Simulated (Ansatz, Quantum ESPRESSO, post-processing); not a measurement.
# 1T-SnO2, layer by layer, part 2 of 2

Aim: screening, gap and ionisation potential of 1T-SnO2 against the number of layers.

Quantum ESPRESSO 7.5; plane-wave DFT, LDA, GBRV ultrasoft pseudopotentials; geometry by Ansatz 0.2.0 with PAW datasets.

So far. Step 13 (Potential by pp.x, 2 layers): The slope in the vacuum is 0.100 eV/Å for an applied 0.10 V/Å, as it should be. Step 14 (Bands along a path, 2 layers: no field): Along this path the valence top lies between K and Γ and the conduction bottom at Γ.

## Step 16: Geometry from Ansatz, 3 layers

Level of this step: plane-wave DFT, PBE-D3(BJ), Ansatz PAW (Ansatz 0.2.0).

System of this step: 1T-SnO2, 3 layers, AA stacking. The cell holds 9 atoms: 6 O and 3 Sn. Its edges and angles: a = 3.220 Å, b = 3.220 Å, c = 28.967 Å, α = 90.0°, β = 90.0°, γ = 120.0°. It derives from SnO2. Vacuum lies along c.

File input.yaml:

```yaml
crystal:
  lattice:
    - [3.22, 0.0, 0.0]
    - [-1.61, 2.7886018002, 0.0]
    - [0.0, 0.0, 28.966563146]
  atoms:
    - { symbol: O, position: [0.6666666667, 0.3333333333, 0.2934417852] }
    - { symbol: Sn, position: [0.0, 0.0, 0.3243197042] }
    - { symbol: O, position: [0.3333333333, 0.6666666667, 0.3551976232] }
    - { symbol: O, position: [0.6666666667, 0.3333333333, 0.469122081] }
    - { symbol: Sn, position: [0.0, 0.0, 0.5] }
    - { symbol: O, position: [0.3333333333, 0.6666666667, 0.530877919] }
    - { symbol: O, position: [0.6666666667, 0.3333333333, 0.6448023768] }
    - { symbol: Sn, position: [0.0, 0.0, 0.6756802958] }
    - { symbol: O, position: [0.3333333333, 0.6666666667, 0.7065582148] }
kpoints:
  mp_grid: { grid: [12, 12, 1] }
hamiltonian:
  xc: pbe
  dispersion: d3bj
scf:
  occupations: { method: fermi_dirac, width: 0.05 }
  convergence: { dr2_threshold: 1.0e-08 }
efield:
  axis: 3
  dipole_correction: true
  ramp_position: 0.97
  ramp_width: 0.04
relax:
  f_tol: 0.01
  cell: { fix: [c, alpha, beta] }
output:
  write_potential: true
  write_density: true
  volumetric_format: npy
```

The run is started by

```
$ ansatz run input.yaml --threads 4 --pin off --max-ram 8192MiB --backend cpu --events-out ev --progress --plain --runs-dir out
```

Wall time 32 s (4 threads of Arm Neoverse V2, shared host); peak memory 0.7 GiB; 2.1 min of CPU time.

The steps of the relaxation:

```
step  energy less that of the first step (eV)  largest force component (eV/Å)  pressure (GPa)  volume (Å³)
   1                                   0.0000                          1.7318            5.01       260.10
   2                                  -0.6043                          0.0524            0.89       254.30
   3                                  -0.6388                          0.0240           -0.34       260.11
   4                                  -0.6554                          0.0352           -0.23       259.94
   5                                  -0.6579                          0.0400            0.12       259.28
   6                                  -0.6576                          0.0082           -0.02       259.55
  7*                                  -0.6564                          0.0083           -0.03       259.55
```

Relaxation steps marked * repeat the geometry before them on a plane-wave basis chosen anew for their cell, so energy and pressure can jump there.

```csv
cell as run,before,after,change
a (Å),3.220,3.217,-0.1 %
b (Å),3.220,3.217,-0.1 %
```

The atoms that moved most (Å, along periodic axes as changes of fractional coordinates times the final cell, across vacuum about the mean position):

| atom | dx | dy | dz | length |
| --- | --- | --- | --- | --- |
| O7 | 0.000 | 0.000 | -0.601 | 0.601 |
| O3 | 0.000 | 0.000 | 0.601 | 0.601 |
| Sn8 | 0.000 | 0.000 | -0.483 | 0.483 |
| Sn2 | 0.000 | 0.000 | 0.483 | 0.483 |
| O9 | 0.000 | 0.000 | -0.363 | 0.363 |
| O1 | 0.000 | 0.000 | 0.363 | 0.363 |
| O6 | 0.000 | 0.000 | 0.117 | 0.117 |
| O4 | 0.000 | 0.000 | -0.117 | 0.117 |

This step gave:

| Property | Result |
| --- | --- |
| free energy | -21476.9553 eV |
| Fermi energy | 0.1260 eV |
| gap by band count | 2.168 eV |
| dipole along the normal | 2.89e-6 e·Å |
| vacuum level at the upper face over a Fermi level inside the gap | 7.054 eV |
| vacuum level at the lower face over a Fermi level inside the gap | 7.054 eV |

## Step 17: Self-consistent run, 3 layers: no field

Level of this step: plane-wave DFT, LDA, GBRV ultrasoft pseudopotentials (Quantum ESPRESSO 7.5).

File n3.f0.in:

```
&control
  prefix = 'n3.f0'
  outdir = './out'
  pseudo_dir = './pseudo'
  calculation = 'scf'
  tprnfor = .true.
  tefield = .true.
  dipfield = .true.
/
&system
  ibrav = 0
  nat = 9
  ntyp = 2
  ecutwfc = 40
  ecutrho = 200
  occupations = 'smearing'
  smearing = 'fd'
  degauss = 0.004
  edir = 3
  emaxpos = 0.97
  eopreg = 0.04
  eamp = 0.0
  nbnd = 43
/
&electrons
  conv_thr = 1e-09
  mixing_beta = 0.4
  electron_maxstep = 120
  mixing_mode = 'plain'
/
ATOMIC_SPECIES
  O   15.9990  o_lda_v1.2.uspp.F.UPF
  Sn  118.7100  sn_lda_v1.4.uspp.F.UPF
CELL_PARAMETERS angstrom
  3.21662257216921 -0.00000000000000 0.00000000000000
  -1.60831128608461 2.78567686188498 -0.00000000000000
  0.00000000000000 0.00000000000000 28.96656314600000
ATOMIC_POSITIONS crystal
  O   0.666666666667 0.333333333333 0.305965675807
  Sn  0.000000000000 0.000000000000 0.340999974764
  O   0.333333333333 0.666666666667 0.375935417356
  O   0.666666666667 0.333333333333 0.465084158500
  Sn  0.000000000000 0.000000000000 0.500000300109
  O   0.333333333333 0.666666666667 0.534916439832
  O   0.666666666667 0.333333333333 0.624064279914
  Sn  -0.000000000000 -0.000000000000 0.658999725868
  O   0.333333333333 0.666666666667 0.694034027850
K_POINTS automatic
  12 12 1 0 0 0
```

The run is started by

```
$ OMP_NUM_THREADS=1 mpirun -n 4 pw.x -nk 4 -in n3.f0.in > n3.f0.out
```

It took 2.3 min on 4 MPI ranks; peak memory 0.94 GiB.

This step gave:

- free energy: -9122.6754 eV
- Fermi energy: -0.2815 eV
- dipole along the normal: 2.08e-5 e·Å
- valence top, on the run's zero: -1.403 eV
- conduction bottom, on the run's zero: 0.6091 eV
- gap by band count: 2.012 eV

## Step 18: Electrostatic potential, 3 layers

File n3.f0.pot.in:

```
&inputpp
  prefix = 'n3.f0'
  outdir = './out'
  filplot = 'n3.f0.pot.dat'
  plot_num = 11
/
```

The run is started by

```
$ OMP_NUM_THREADS=1 mpirun -n 4 pp.x -in n3.f0.pot.in > n3.f0.pot.out
```

The job ended after 0.89 s (4 MPI ranks; peak memory 0.11 GiB; 3.2 s of CPU time).

Read from the output:

* slope of the potential above: 2.84e-6 eV/Å
* upper vacuum line continued to the top atoms, over the valence top: 8.584 eV
* slope of the potential below: -4.53e-6 eV/Å
* lower vacuum line continued to the bottom atoms, over the valence top: 8.585 eV
* vacuum level at the upper face over the valence top of the mesh: 8.584 eV
* vacuum level at the lower face over the valence top of the mesh: 8.585 eV

## Step 19: Ground state, 3 layers: field 0.1 V/Å

n3.f1.in is the input of step 17 with these lines changed:

```diff
@@ -1,3 +1,3 @@
 &control
-  prefix = 'n3.f0'
+  prefix = 'n3.f1'
   outdir = './out'
@@ -21,3 +21,3 @@
   eopreg = 0.04
-  eamp = 0.0
+  eamp = 0.00194469
   nbnd = 43
@@ -29,2 +29,3 @@
   mixing_mode = 'plain'
+  startingpot = 'file'
 /
```

The run is started by

```
$ cp -r out/n3.f0.save out/n3.f1.save
$ OMP_NUM_THREADS=1 mpirun -n 4 pw.x -nk 4 -in n3.f1.in > n3.f1.out
```

Elapsed: 2 min, on 4 MPI ranks; peak memory 0.94 GiB; 8.1 min of CPU time.

Numbers from this step:

- free energy: -9122.6777 eV
- Fermi energy: -0.2441 eV
- dipole along the normal: 0.04534 e·Å
- valence top, on the run's zero: -1.325 eV
- conduction bottom, on the run's zero: 0.6057 eV
- gap by band count: 1.931 eV

## Step 20: Potential by pp.x, 3 layers

File n3.f1.pot.in:

```
&inputpp
  prefix = 'n3.f1'
  outdir = './out'
  filplot = 'n3.f1.pot.dat'
  plot_num = 11
/
```

The run is started by

```
$ OMP_NUM_THREADS=1 mpirun -n 4 pp.x -in n3.f1.pot.in > n3.f1.pot.out
```

Run time: 0.89 s. Hardware: 4 MPI ranks; peak memory 0.11 GiB.

Numbers from this step:

| Quantity | Value |
| --- | --- |
| slope of the potential above | 0.1000 eV/Å |
| upper vacuum line continued to the top atoms, over the valence top | 8.630 eV |
| slope of the potential below | 0.10000 eV/Å |
| lower vacuum line continued to the bottom atoms, over the valence top | 8.422 eV |

The slope in the vacuum is 0.100 eV/Å for an applied 0.10 V/Å, as it should be.

## Step 21: Bands along a path, 3 layers: no field

n3.f0.bands.in is the input of step 19 with these lines changed:

```diff
@@ -1,7 +1,6 @@
 &control
-  prefix = 'n3.f1'
+  prefix = 'n3.f0.bands'
   outdir = './out'
   pseudo_dir = './pseudo'
-  calculation = 'scf'
-  tprnfor = .true.
+  calculation = 'bands'
   tefield = .true.
@@ -21,3 +20,3 @@
   eopreg = 0.04
-  eamp = 0.00194469
+  eamp = 0.0
   nbnd = 43
@@ -25,7 +24,6 @@
 &electrons
-  conv_thr = 1e-09
+  conv_thr = 1e-07
   mixing_beta = 0.4
   electron_maxstep = 120
-  mixing_mode = 'plain'
-  startingpot = 'file'
+  mixing_mode = 'local-TF'
 /
@@ -48,3 +46,7 @@
   O   0.333333333333 0.666666666667 0.694034027850
-K_POINTS automatic
-  12 12 1 0 0 0
+K_POINTS crystal_b
+4
+  0.0000000000 0.0000000000 0.0000000000 12
+  0.5000000000 0.0000000000 0.0000000000 12
+  0.3333333333 0.3333333333 0.0000000000 12
+  0.0000000000 0.0000000000 0.0000000000 1
```

The run is started by

```
$ cp -r out/n3.f0.save out/n3.f0.bands.save
$ cp out/n3.f0.xml out/n3.f0.bands.xml
$ OMP_NUM_THREADS=1 mpirun -n 4 pw.x -nk 4 -in n3.f0.bands.in > n3.f0.bands.out
```

Elapsed: 44 s, on 4 MPI ranks; peak memory 0.45 GiB; 2.9 min of CPU time.

This step gave:

| Quantity | Value |
| --- | --- |
| dipole along the normal | 2.08e-5 e·Å |
| valence top, on the run's zero | -1.396 eV |
| conduction bottom, on the run's zero | 0.6091 eV |
| gap by band count | 2.005 eV |

Band numbers count within the set of bands kept for display. Electronic bands along the path, in eV, zero at the highest filled level of the SCF mesh; v1 is the highest filled band, c1 the lowest empty one:

```csv
point,v4,v3,v2,v1,c1,c2,c3,c4
Γ,-0.81,-0.81,-0.74,-0.22,2.01,2.54,3.07,5.46
halfway,-0.52,-0.48,-0.22,-0.03,4.26,4.38,4.52,6.68
M,-0.44,-0.28,-0.25,-0.23,5.11,5.14,5.19,6.95
halfway,-0.34,-0.26,-0.13,-0.09,5.59,5.60,5.62,7.82
K,-0.28,-0.28,-0.08,-0.08,5.97,6.00,6.04,8.97
halfway,-0.63,-0.33,-0.11,0.00,4.71,4.78,4.85,7.24
Γ,-0.81,-0.81,-0.74,-0.22,2.01,2.54,3.07,5.46
```

Along this path the valence top lies between K and Γ and the conduction bottom at Γ.

## Step 22: Polarisability from the dipole between 0 and 0.1 V/A, 3 layers

Read from the output:

```
polarisability a cell      : 6.526 Å³
sheet polarisability 4πα/A : 9.153 Å
```

Change of the potential energy, second field less first against z:

```
z (Å)  change of the potential energy, second field less first (eV)
    0                                                        -0.495
    1                                                        -0.890
    2                                                        -0.790
    3                                                        -0.690
    4                                                        -0.590
    5                                                        -0.490
    6                                                        -0.390
    7                                                        -0.291
    8                                                        -0.206
    9                                                        -0.166
   10                                                        -0.152
   11                                                        -0.135
   12                                                       -0.0882
   13                                                       -0.0302
   14                                                      -0.00601
   15                                                       0.00643
   16                                                        0.0317
   17                                                        0.0907
   18                                                         0.136
   19                                                         0.152
   20                                                         0.167
   21                                                         0.209
   22                                                         0.296
   23                                                         0.395
   24                                                         0.495
   25                                                         0.595
   26                                                         0.695
   27                                                         0.795
   28                                                         0.895
```

## Step 23: The series side by side

All levels:

| level | sheet polarisability (Å) | gap without a field (eV) | vacuum over the valence top of the mesh (eV) | CPU time (s) |
| --- | --- | --- | --- | --- |
| 1 layer | 2.995 | 2.493 | 8.669 | 186.7 |
| 2 layers | 6.077 | 2.189 | 8.628 | 500.4 |
| 3 layers | 9.153 | 2.005 | 8.584 | 1032 |

## Step 24: The arithmetic

From 2 to 3 layers, over the growth of the distance between the outermost mean planes: (9.153 − 6.077) Å / 4.580 Å = 0.672 = 1 − 1/ε, so ε = 3.0.

## Step 25: Results

```json
{
  "4πα/A of 1 layer": "2.99 Å",
  "gap along the path, 1 layer": "2.49 eV",
  "Kohn-Sham ionisation potential, 1 layer": "8.67 eV",
  "4πα/A of 2 layers": "6.08 Å",
  "gap along the path, 2 layers": "2.19 eV",
  "Kohn-Sham ionisation potential, 2 layers": "8.63 eV",
  "4πα/A of 3 layers": "9.15 Å",
  "gap along the path, 3 layers": "2.01 eV",
  "Kohn-Sham ionisation potential, 3 layers": "8.58 eV"
}
```

**Reading.** The sheet polarisability 4πα/A grows as 2.99, 6.08 and 9.15 Å for 1, 2 and 3 layers (LDA, GBRV ultrasoft). The last layer adds 4.58 Å between the outermost mean planes and 3.08 Å of 4πα/A; 1 − 1/ε = 0.672 gives ε = 3.0 along the normal for the stacked crystal at this spacing. The gap runs 2.49, 2.19 and 2.01 eV, falling with each layer as bands that reach between the layers split. The single layer was relaxed under plain PBE (a = 3.227 Å), the stacks with a dispersion correction (a = 3.216 Å for two layers), so the first step mixes stacking with a strain of -0.3 %. The nearest atoms of neighbouring layers lie 3.18 Å apart. One stacking was chosen. The ions are clamped in the field. Semilocal gaps are too small and shrink less with thickness than quasiparticle gaps, which also feel the screening by neighbours. Spin-orbit coupling is left out; depending on the atoms that carry the levels of interest, it can split and shift them by tens to hundreds of meV.

[Logs are printed without paths, hosts, clocks, repeated set-up lines and the standing remarks that a program may print on its own settings, such as how far it seeks lower states.]

[Hosts, paths, dates, database ids (printed as entryN), source tags and the programs' standing remarks are cut or masked in the printed files.]

[Maps of the electrostatic potential energy from Ansatz leave out the sawtooth potential of an applied field or a dipole correction, so their vacuum need not be flat; planar profiles and work functions include it.]
